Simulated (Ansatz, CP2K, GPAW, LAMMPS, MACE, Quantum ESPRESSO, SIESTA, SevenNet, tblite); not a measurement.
# Running liquid 68TiO2-32SiO2 (mol %) at 3000 K (93 atoms) with Quantum ESPRESSO

Aim: run liquid 68TiO2-32SiO2 (mol %) at 3000 K (93 atoms) in Quantum ESPRESSO and see how near its forces come to a plane-wave reference, and at what cost.

Main program and level: Quantum ESPRESSO 7.5; the method is named at each step.

### Step 1. Starting point

The cell holds 93 atoms: 21 Ti, 10 Si and 62 O. Cell: a = 11.642 Å, b = 11.642 Å, c = 11.642 Å, α = 90.0°, β = 90.0°, γ = 90.0°. 93 atoms (21 Ti, 10 Si, 62 O) placed at random at 3.07 g/cm³, melted at 4000 K for 10 ps at fixed volume with the Morse and Coulomb pair potential with partial charges (Pedone, Malavasi, Menziani, Cormack and Segre, J. Phys. Chem. B 110, 11780 (2006)). Snapshot at the end of a hold of 10 ps at 3000 K and zero pressure.

The yardstick, on the same geometry:

```
method                                           : Kohn-Sham DFT, PBE, PAW, plane waves (Ansatz 0.2.0); cutoff 420 eV, Γ point, fermi-dirac smearing of 0.05 eV; PAW set soft_2
r.m.s. force component                           : 2.877 eV/Å
longest force                                    : 11.96 eV/Å
pressure                                         : 5.426 GPa
gap (highest filled to lowest empty level) : 0.7041 eV
SCF cycles                                       : 16
time                                             : 19 s on 8 threads of Arm Neoverse V2, shared host
CPU time                                         : 2.4 min
```

### Step 2. PBE, sssp-1.3.0-efficiency, 60/480 Ry

Method: Kohn-Sham DFT, PBE, SSSP efficiency 1.3.0 pseudopotentials, plane waves.

The input, pw.in:

```
&control
  calculation = 'scf'
  pseudo_dir = './pseudo'
  outdir = './tmp'
  disk_io = 'none'
  tprnfor = .true.
  tstress = .true.
/
&system
  ibrav = 0
  nat = 93
  ntyp = 3
  ecutwfc = 60
  ecutrho = 480
  nosym = .true.
  occupations = 'smearing'
  smearing = 'fd'
  degauss = 0.003675
/
&electrons
  conv_thr = 4.6e-07
  electron_maxstep = 100
  mixing_beta = 0.4
  mixing_mode = 'plain'
  diagonalization = 'david'
/
ATOMIC_SPECIES
Ti 47.867 Ti.upf
Si 28.085 Si.upf
O 15.999 O.upf
CELL_PARAMETERS angstrom
11.64156 0.00000 0.00000
0.00000 11.64156 0.00000
0.00000 0.00000 11.64156
ATOMIC_POSITIONS crystal
Ti 0.58017 0.99586 0.43747
Ti 0.38552 0.80781 0.55399
Ti 0.56175 0.08557 0.16310
Ti 0.10440 0.07864 0.26330
Ti 0.91354 0.66356 0.68446
Ti 0.52432 0.38658 0.10701
Ti 0.79098 0.32934 0.13115
Ti 0.92920 0.08586 0.01199
Ti 0.60846 0.32094 0.75264
Ti 0.34285 0.71173 0.25076
Ti 0.11721 0.34370 0.89528
Ti 0.83710 0.41510 0.88157
Ti 0.17841 0.82442 0.39832
Ti 0.98315 0.96415 0.73587
Ti 0.58148 0.65752 0.04520
Ti 0.04082 0.58427 0.18684
Ti 0.89273 0.76466 0.31658
Ti 0.70759 0.68959 0.49409
Ti 0.84644 0.06059 0.48100
Ti 0.33493 0.78448 0.98223
Ti 0.32835 0.18847 0.08622
Si 0.78235 0.85785 0.11083
Si 0.01748 0.47965 0.51770
Si 0.99657 0.33792 0.28908
Si 0.42043 0.52529 0.60903
Si 0.59302 0.45514 0.38250
Si 0.77492 0.34825 0.52809
Si 0.27804 0.95840 0.74692
Si 0.21866 0.35627 0.64857
Si 0.08962 0.66355 0.90943
Si 0.42532 0.15174 0.64071
O 0.96817 0.31831 0.86862
O 0.05367 0.74371 0.36860
O 0.09555 0.38907 0.60780
O 0.18537 0.32778 0.77311
O 0.50118 0.21363 0.73299
O 0.15996 0.49141 0.94966
O 0.32655 0.07364 0.70630
O 0.03405 0.41160 0.18633
O 0.20842 0.22499 0.96473
O 0.17796 0.93496 0.29329
O 0.92977 0.03559 0.61479
O 0.33024 0.81326 0.13501
O 0.49108 0.07200 0.54312
O 0.89197 0.61936 0.27112
O 0.66973 0.38634 0.86075
O 0.71578 0.99437 0.49455
O 0.45313 0.11206 0.06147
O 0.88613 0.84321 0.18651
O 0.55134 0.02653 0.31053
O 0.84158 0.44511 0.03833
O 0.40317 0.32170 0.10550
O 0.21248 0.70421 0.93421
O 0.20206 0.64799 0.22129
O 0.72073 0.32887 0.64569
O 0.78498 0.66172 0.61569
[... 33 atom lines left out ...]
O 0.54498 0.84032 0.49416
O 0.86685 0.50574 0.76551
O 0.62789 0.26167 0.11504
O 0.57358 0.42146 0.23376
K_POINTS gamma
```

Command:

```bash
$ OMP_NUM_THREADS=1 mpirun -np 4 pw.x -in pw.in > output.txt
```

The log of the run:

```text
Program PWSCF
     gamma-point specific algorithms are used
     one sub-group per band group will be used
     scalapack distributed-memory algorithm (size of sub-group:  2*  2 procs)
     Parallelization info
     sticks:   dense  smooth     PW     G-vecs:    dense   smooth      PW
     Min        4625    2315    577               472593   167204   20898
     Max        4628    2318    580               472596   167210   20904
     Sum       18505    9265   2313              1890377   668829   83599
     bravais-lattice index     =            0
     lattice parameter (alat)  =      21.9994  a.u.
     unit-cell volume          =   10647.0708 (a.u.)^3
     number of atoms/cell      =           93
     number of atomic types    =            3
     number of electrons       =       664.00
     number of Kohn-Sham states=          398
     kinetic-energy cutoff     =      60.0000  Ry
     charge density cutoff     =     480.0000  Ry
     scf convergence threshold =      4.6E-07
     mixing beta               =       0.4000
     number of iterations used =            8  plain     mixing
     Exchange-correlation= SLA  PW   PBX  PBC
                           (   1   4   3   4   0   0   0)
     crystal axes: (cart. coord. in units of alat)
               a(1) = (   1.000000   0.000000   0.000000 )
               a(2) = (   0.000000   1.000000   0.000000 )
               a(3) = (   0.000000   0.000000   1.000000 )
     reciprocal axes: (cart. coord. in units 2 pi/alat)
               b(1) = (  1.000000  0.000000  0.000000 )
               b(2) = (  0.000000  1.000000  0.000000 )
               b(3) = (  0.000000  0.000000  1.000000 )
     PseudoPot. # 1 for Ti:
     Pseudo is Ultrasoft + core correction, Zval = 12.0
     PseudoPot. # 2 for Si:
     Pseudo is Ultrasoft + core correction, Zval =  4.0
     PseudoPot. # 3 for O :
     Pseudo is Projector augmented-wave + core cor, Zval =  6.0
     atomic species   valence    mass     pseudopotential
     Ti               12.00    47.86700     Ti( 1.00)
     Si                4.00    28.08500     Si( 1.00)
     O                 6.00    15.99900     O ( 1.00)
     No symmetry found
   Cartesian axes
     number of k points=     1  Fermi-Dirac smearing, width (Ry)=  0.0037
                       cart. coord. in units 2pi/alat
        k(    1) = (   0.0000000   0.0000000   0.0000000), wk =   2.0000000
     Dense  grid:   945189 G-vectors     FFT dimensions: ( 160, 160, 160)
     Smooth grid:   334415 G-vectors     FFT dimensions: ( 120, 120, 120)
     Check: negative core charge=   -0.000004
     Initial potential from superposition of free atoms
     starting charge     642.9934, renormalised to     664.0000
     negative rho (up, down):  2.891E-02 0.000E+00
     Starting wfcs are  498 randomized atomic wfcs
     Self-consistent Calculation
     iteration #  1     ecut=    60.00 Ry     beta= 0.40
     negative rho (up, down):  2.599E-02 0.000E+00
     total energy              =   -5149.55176446 Ry
     estimated scf accuracy    <     109.11178038 Ry
     iteration #  2     ecut=    60.00 Ry     beta= 0.40
     negative rho (up, down):  2.170E-02 0.000E+00
     total energy              =   -5063.98758631 Ry
     estimated scf accuracy    <    1894.30832903 Ry
     iteration #  3     ecut=    60.00 Ry     beta= 0.40
     negative rho (up, down):  1.916E-02 0.000E+00
     total energy              =   -5190.99311522 Ry
     estimated scf accuracy    <     323.74190100 Ry
     iteration #  4     ecut=    60.00 Ry     beta= 0.40
     negative rho (up, down):  2.113E-02 0.000E+00
     total energy              =   -5211.61777604 Ry
     estimated scf accuracy    <      22.19650102 Ry
     iteration #  5     ecut=    60.00 Ry     beta= 0.40
     negative rho (up, down):  2.417E-02 0.000E+00
     total energy              =   -5209.16592876 Ry
     estimated scf accuracy    <      10.64207764 Ry
     iteration #  6     ecut=    60.00 Ry     beta= 0.40
[...]
total energy              =   -5209.37206330 Ry
     estimated scf accuracy    <       2.57544735 Ry
[...]
c_bands:  3 eigenvalues not converged
[...]
c_bands:  1 eigenvalues not converged
[...]
c_bands:  1 eigenvalues not converged
[...]
total energy              =   -5209.71540073 Ry
[...]
iteration # 22     ecut=    60.00 Ry     beta= 0.40
[...]
total energy              =   -5209.71540095 Ry
     estimated scf accuracy    <       0.00000108 Ry
     iteration # 23     ecut=    60.00 Ry     beta= 0.40
[...]
total energy              =   -5209.71540116 Ry
     estimated scf accuracy    <       0.00000050 Ry
     iteration # 24     ecut=    60.00 Ry     beta= 0.40
     negative rho (up, down):  2.508E-02 0.000E+00
     End of self-consistent calculation
          k = 0.0000 0.0000 0.0000 ( 41800 PWs)   bands (ev):
   -55.4207 -55.2353 -55.0643 -54.5958 -54.5575 -54.5166 -53.9944 -53.9475
   -53.8860 -53.8728 -53.8717 -53.8041 -53.7349 -53.6768 -53.4386 -53.3449
   -53.3040 -52.9334 -52.6672 -52.6167 -52.3874 -31.8421 -31.7009 -31.6126
   -31.5881 -31.5684 -31.5147 -31.3660 -31.3028 -31.2812 -31.1984 -31.0300
   -30.9806 -30.9668 -30.9156 -30.8613 -30.8576 -30.7711 -30.7613 -30.7456
   -30.5732 -30.4568 -30.4475 -30.4430 -30.4215 -30.4203 -30.4000 -30.3716
[...]
6.1319   6.1832   6.2051   6.2350   6.2879   6.2950   6.3483   6.3761
     6.4050   6.4250   6.5198   6.5403   6.5873   6.6416   6.6934   6.7470
     6.7762   6.8108   6.8423   6.8598   6.9504   6.9844   6.9880   7.0258
     7.0729   7.1152   7.1702   7.2221   7.2591   7.2764
     the Fermi energy is     3.5802 ev
!    total energy              =   -5209.71540116 Ry
     estimated scf accuracy    <       0.00000010 Ry
     smearing contrib. (-TS)   =      -0.00010837 Ry
     internal energy E=F+TS    =   -5209.71529279 Ry
     The total energy is F=E-TS. E is the sum of the following terms:
     one-electron contribution =   -3921.76699686 Ry
     hartree contribution      =    2179.22471937 Ry
     xc contribution           =    -904.56437047 Ry
     ewald contribution        =   -1972.73346104 Ry
     one-center paw contrib.   =    -589.87518380 Ry
     convergence has been achieved in  24 iterations
     negative rho (up, down):  2.508E-02 0.000E+00
     Forces acting on atoms (cartesian axes, Ry/au):
     atom    1 type  1   force =    -0.03396544   -0.16342075    0.43370923
     atom    2 type  1   force =     0.02991632    0.01336432   -0.08580875
     atom    3 type  1   force =     0.15494208   -0.07316896   -0.07851431
     atom    4 type  1   force =    -0.00279569    0.00785458    0.03026038
     atom    5 type  1   force =     0.09954770    0.04840864    0.16471978
     atom    6 type  1   force =     0.16805397   -0.00173859   -0.14273670
[...]
atom   91 type  3   force =    -0.00492207    0.05836749    0.03111273
     atom   92 type  3   force =     0.05491284   -0.08748561    0.01283017
     atom   93 type  3   force =     0.09599905    0.13493178    0.42250401
     Total force =     1.876325     Total SCF correction =     0.000740
     Computing stress (Cartesian axis) and pressure
     negative rho (up, down):  2.508E-02 0.000E+00
          total   stress  (Ry/bohr**3)                   (kbar)     P=       52.19
   0.00037979   0.00018676   0.00008439           55.87       27.47       12.41
   0.00018676   0.00006037   0.00000997           27.47        8.88        1.47
   0.00008439   0.00000997   0.00062412           12.41        1.47       91.81
     Message from routine punch:
     Nothing written, as per user request (disk_io='none')
```

Wall time 11 min (4 MPI ranks of Arm Neoverse V2, shared host); peak memory 5.1 GiB.

Banners, paths, timers and routine set-up lines are dropped from the logs unmarked, and long logs keep their key lines alone; longer cuts are marked.

Numbers from this run, and their distance from the reference:

| Item | Value |
| --- | --- |
| r.m.s. force component | 2.888 eV/Å |
| r.m.s. difference of force components | 50.09 meV/Å |
| longest difference of force vectors | 249 meV/Å |
| force difference over r.m.s. force | 1.741 % |
| slope of forces against the reference's | 1.004 |
| correlation of force components | 0.9999 |
| gap (highest filled to lowest empty level) | 0.6998 eV |
| gap difference | -0.0043 eV |
| pressure | 5.219 GPa |
| pressure difference | -0.207 GPa |

Length of the force difference by element (eV/Å):

```tsv
element	atoms	mean	most
O	62	0.065	0.25
Si	10	0.12	0.18
Ti	21	0.025	0.077
```

Levels nearest the highest filled one (eV from it): -1.14, -1.12, -1.04, -0.98, -0.93, -0.90, -0.88, -0.84, -0.76, -0.44, -0.30, 0.00, 0.70, 0.94, 1.10, 1.17, 1.24, 1.38, 1.45, 1.53, 1.59, 1.72, 1.76, 1.78.

Local excerpt of 9 atoms (numbers count through the whole input) about O49, picked at random; x, y, z are measured from there.

```tsv
atom	x	y	z	distance (Å)	bonds	Fx	Fy	Fz (eV/Å)
O49	0.00	0.00	0.00	0.00	2	3.12	-1.25	3.00
Si22	-1.21	0.17	-0.88	1.50	4	-7.16	1.50	-3.64
Ti17	0.08	-0.91	1.51	1.77	4	5.20	-0.91	0.64
O59	-0.61	1.21	-1.86	2.30	2	1.88	3.44	-2.71
O45	0.07	-2.61	0.98	2.79	2	1.22	-0.72	-1.37
O71	-2.14	-1.07	-1.52	2.84	2	2.40	0.49	0.28
O67	-1.39	-0.67	2.40	2.85	2	-1.21	0.66	0.67
O89	-2.61	1.18	-0.58	2.92	2	-1.60	2.69	0.99
O79	0.66	1.97	2.13	2.98	2	0.13	0.13	-0.56
```

Forces lie 1.7 % from the reference's, at 18 times its CPU time (on 4 against 8 cores).

### Step 3. PBE, sssp-1.3.0-efficiency, 25/200 Ry

Method: Kohn-Sham DFT, PBE, SSSP efficiency 1.3.0 pseudopotentials, plane waves.

Changes to pw.in since step 2:

```diff
@@ -12,4 +12,4 @@
   ntyp = 3
-  ecutwfc = 60
-  ecutrho = 480
+  ecutwfc = 25
+  ecutrho = 200
   nosym = .true.
```

Command:

```bash
$ OMP_NUM_THREADS=1 mpirun -np 2 pw.x -in pw.in > output.txt
```

The log of the run:

```text
[banner, memory and clock lines left out]
Program PWSCF
     gamma-point specific algorithms are used
     bravais-lattice index     =            0
     lattice parameter (alat)  =      21.9994  a.u.
     unit-cell volume          =   10647.0708 (a.u.)^3
     number of atoms/cell      =           93
     number of atomic types    =            3
     number of electrons       =       664.00
     number of Kohn-Sham states=          398
     kinetic-energy cutoff     =      25.0000  Ry
[... lines left out ...]
     scf convergence threshold =      4.6E-07
[... lines left out ...]
     number of k points=     1  Fermi-Dirac smearing, width (Ry)=  0.0037
[... lines left out ...]
     total energy              =   -5126.74793736 Ry
[... lines left out ...]
     total energy              =   -5030.72907065 Ry
[... lines left out ...]
     total energy              =   -5183.11313678 Ry
[... lines left out ...]
     c_bands:  1 eigenvalues not converged
[... lines left out ...]
     total energy              =   -5196.43534526 Ry
[... lines left out ...]
     total energy              =   -5196.43534569 Ry
[... lines left out ...]
   -53.3273 -52.9756 -52.6692 -52.6343 -52.4258 -31.8630 -31.7169 -31.6213
[...]
6.4368   6.4608   6.5536   6.5779   6.6089   6.6767   6.7322   6.7821
     6.8105   6.8384   6.8759   6.8974   6.9832   7.0017   7.0177   7.0437
     7.1007   7.1364   7.1941   7.2465   7.2936   7.3067
     the Fermi energy is     3.6254 ev
!    total energy              =   -5196.43534582 Ry
     estimated scf accuracy    <       0.00000018 Ry
     smearing contrib. (-TS)   =      -0.00010015 Ry
     internal energy E=F+TS    =   -5196.43524567 Ry
     The total energy is F=E-TS. E is the sum of the following terms:
     one-electron contribution =   -3896.11501359 Ry
     hartree contribution      =    2164.93426532 Ry
     xc contribution           =    -901.66148441 Ry
     ewald contribution        =   -1972.73346455 Ry
     one-center paw contrib.   =    -590.85954845 Ry
     convergence has been achieved in  22 iterations
     negative rho (up, down):  1.822E-02 0.000E+00
     Forces acting on atoms (cartesian axes, Ry/au):
     atom    1 type  1   force =    -0.02302428   -0.15498194    0.43541290
     atom    2 type  1   force =     0.01635256    0.01400123   -0.07404497
     atom    3 type  1   force =     0.14395304   -0.06114215   -0.08570814
[...]
atom   92 type  3   force =     0.05063209   -0.09341648    0.01540264
     atom   93 type  3   force =     0.09537839    0.13155290    0.40674888
     Total force =     1.835819     Total SCF correction =     0.001398
     Computing stress (Cartesian axis) and pressure
     negative rho (up, down):  1.822E-02 0.000E+00
          total   stress  (Ry/bohr**3)                   (kbar)     P=     -652.70
  -0.00439161   0.00018570   0.00009472         -646.03       27.32       13.93
   0.00018570  -0.00474583   0.00000745           27.32     -698.14        1.10
   0.00009472   0.00000745  -0.00417336           13.93        1.10     -613.92
     Message from routine punch:
     Nothing written, as per user request (disk_io='none')
```

The job ended after 5.5 min (2 MPI ranks; peak memory 1.3 GiB).

Compared with the plane-wave run:

- r.m.s. force component: 2.826 eV/Å
- r.m.s. difference of force components: 177 meV/Å
- longest difference of force vectors: 614.9 meV/Å
- force difference over r.m.s. force: 6.152 %
- slope of forces against the reference's: 0.9803
- correlation of force components: 0.9982
- gap (highest filled to lowest empty level): 0.7088 eV
- gap difference: 0.0047 eV
- pressure: -65.27 GPa
- pressure difference: -70.7 GPa
- energy less the same-level run's: 1943 meV/atom
- r.m.s. force difference from the same-level run: 160.1 meV/Å

This is a coarse setting, run to see what it loses.

Against the first run (1.7 %), the force difference from the reference is 6.2 %, at 0.25 times the CPU time (on 2 against 4 cores): the cutoff matters here.

### Step 4. Side by side

Differences are against the plane-wave reference, forces as r.m.s. over components; share is that over the reference's r.m.s. force, slope the least-squares factor from reference forces to these. Total energies of different programs have different zeros and aren't compared.

```tsv
run	Δ force, r.m.s. (meV/Å)	share (%)	slope	Δ pressure (GPa)	Δ gap (eV)	cores	CPU time	memory (GiB)
reference	-	-	-	-	-	8	2.4 min	2.2
QE PBE, sssp-1.3.0-efficiency, 60/480 Ry	50.1	1.74	1.004	-0.207	-0.0043	4	44 min	5.1
QE PBE, sssp-1.3.0-efficiency, 25/200 Ry (coarse)	177	6.15	0.980	-70.7	0.0047	2	11 min	1.3
```

Rows marked coarse were listed beforehand as settings not expected to be converged; some can still land near the reference.

CPU time is summed over cores on a shared host, where runs went side by side, so it is rough. Symmetry, cutoffs, thresholds, outputs and thread counts weren't matched or tuned between programs; memory under MPI is the largest rank's times the ranks.

Within one program, basis, potentials and functional, energies share a zero. Each run against its twin at the usual cutoff or grid and solver:

```tsv
run	twin	Δ energy (meV/atom)	Δ force, r.m.s. (meV/Å)	CPU time over the twin's
QE PBE, sssp-1.3.0-efficiency, 25/200 Ry	sssp-1.3.0-efficiency, 60/480 Ry	1943	160	0.25 (this twin ran on 4 cores)
```

### Step 5. Summary of results

| Item | Value |
| --- | --- |
| nearest in forces | QE PBE, sssp-1.3.0-efficiency, 60/480 Ry, 1.7 % |
| its CPU time | 44 min |

What this shows: PBE on plane waves or a grid with other potentials, cutoffs or grids, coarse settings apart, differs from the reference by 1.7 % (QE PBE, sssp-1.3.0-efficiency, 60/480 Ry) of the r.m.s. force; this holds the reference's own error, so differences of a few per cent don't tell which side is nearer the exact PBE result (QE's 60 Ry are 816 eV, against the reference's 420 eV). Runs with settings chosen to be coarse differ by 6.2 % (QE PBE, sssp-1.3.0-efficiency, 25/200 Ry), their programs' other errors included. None of the electronic-structure runs in the table takes under half the reference's CPU time of 2.4 min; they take 4.6 to 18 times as much. PBE gaps agree with the reference's 0.704 eV within 0.005 eV. In pressure, QE PBE, sssp-1.3.0-efficiency, 25/200 Ry misses by -70.7 GPa, at the same functional; a cutoff this low leaves a large Pulay stress. The frame stands for 3000 K, but pressures are static and levels are smeared at 580 K. The network of bonds at the start is that of the classical potential that made the cell, and needn't be the one that DFT or experiment would give. The reference's stress is far from hydrostatic: its diagonal is 5.8, 1.1, 9.4 GPa, compression counted positive. The runs have no spin polarisation, so moments on Ti can't form, and no Hubbard term. The electronic-structure runs sample only Γ, in a cell whose shortest periodic width is 12 Å.

[Also dropped from logs without a mark: logging warnings of Python, and SIESTA's first energy breakdown and zero terms.]

[Logs are printed without paths, hosts, clocks, repeated set-up lines and the standing remarks that a program may print on its own settings, such as how far it seeks lower states.]

[Hosts, paths, dates, database ids (printed as entryN), source tags and the programs' standing remarks are cut or masked in the printed files.]
